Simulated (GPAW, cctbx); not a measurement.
## SrBeSbI: what bonding does to one electron reflection, worked out

SrBeSbI, P4/nmm (no. 129, origin choice 1), a = 4.9755 Å, b = 4.9755 Å, c = 9.4560 Å, α = 90.00°, β = 90.00°, γ = 90.00°.

| atom | mult. | x | y | z |
| --- | --- | --- | --- | --- |
| I1 | 2 | 0 | 0 | 0 |
| Sb1 | 2 | 1/2 | 0 | 0.6047 |
| Sr1 | 2 | 1/2 | 0 | 0.2298 |
| Be1 | 2 | 0 | 0 | 1/2 |

The start was made by putting kin elements into a known structure type; the compound need not exist, or be stable, in this form.

A DFT run (GPAW, PBE, 450 eV, 5×5×3 k-points (along the axes of the calculation cell), Fermi–Dirac width 0.1 eV) gives the static X-ray structure factor of 002 as 61.405 e for the conventional cell; superposed free atoms give 60.904 e. **Problem.** Find the Fourier component V of the crystal potential and the two-beam extinction distance at 300 kV in both cases.

## Step 1: Geometry

The cell volume is Ω = 234.09 Å³ and d(002) = 4.7280 Å, so g = 1/d = 0.2115 Å⁻¹.

## Step 2: The nuclei

Electrons feel nuclei as well as electrons, so the nuclear charges are summed with the same phases.

Phase sums Σ exp(2πi h·x), turned so that the total is real and positive: I +2.000, Sb +0.504, Sr -1.936, Be +2.000. Then F_Z = 53 × (+2.000) + 51 × (+0.504) + 38 × (-1.936) + 4 × (+2.000) = 66.12 e. The electron term has the same sign for this reflection.

## Step 3: Mott–Bethe

Poisson's equation, term by term, gives V = (e/4πε₀)(F_Z − F)/(πΩg²), with e/4πε₀ = 14.3996 V Å.

The prefactor is 14.3996 × 4.7280²/(π × 234.09) = 0.43769 V per electron. Free atoms: (66.12 − 60.904) × 0.43769 = 2.285 V. Crystal: (66.12 − 61.405) × 0.43769 = 2.065 V. F changes by +0.82 % and V by -9.6 %: the same 0.50 e is measured against F_Z − F = 5.2 e in place of F = 60.9 e.

## Step 4: Extinction distance

In the two-beam case ξ = 1/(λU) with U = 2γm₀eV/h², that is ξ = 150.41 V Å²/(γλV).

At 300 kV, λ = 0.01969 Å and γ = 1.5871. Free atoms: ξ = 2107 Å. Crystal: ξ = 2331 Å. The thickness fringes go as sin²(πt/ξ), so the two patterns slip by a quarter of a period when t|1/ξ₁ − 1/ξ₀| = 1/4, at t ≈ 549 nm. Thermal motion, absorption and many-beam coupling, left out here, change a real pattern.

## Step 5: Answer

V(002) is 2.07 V against 2.28 V, and ξ is 2331 against 2107 Å. Limits: static atoms, two beams.
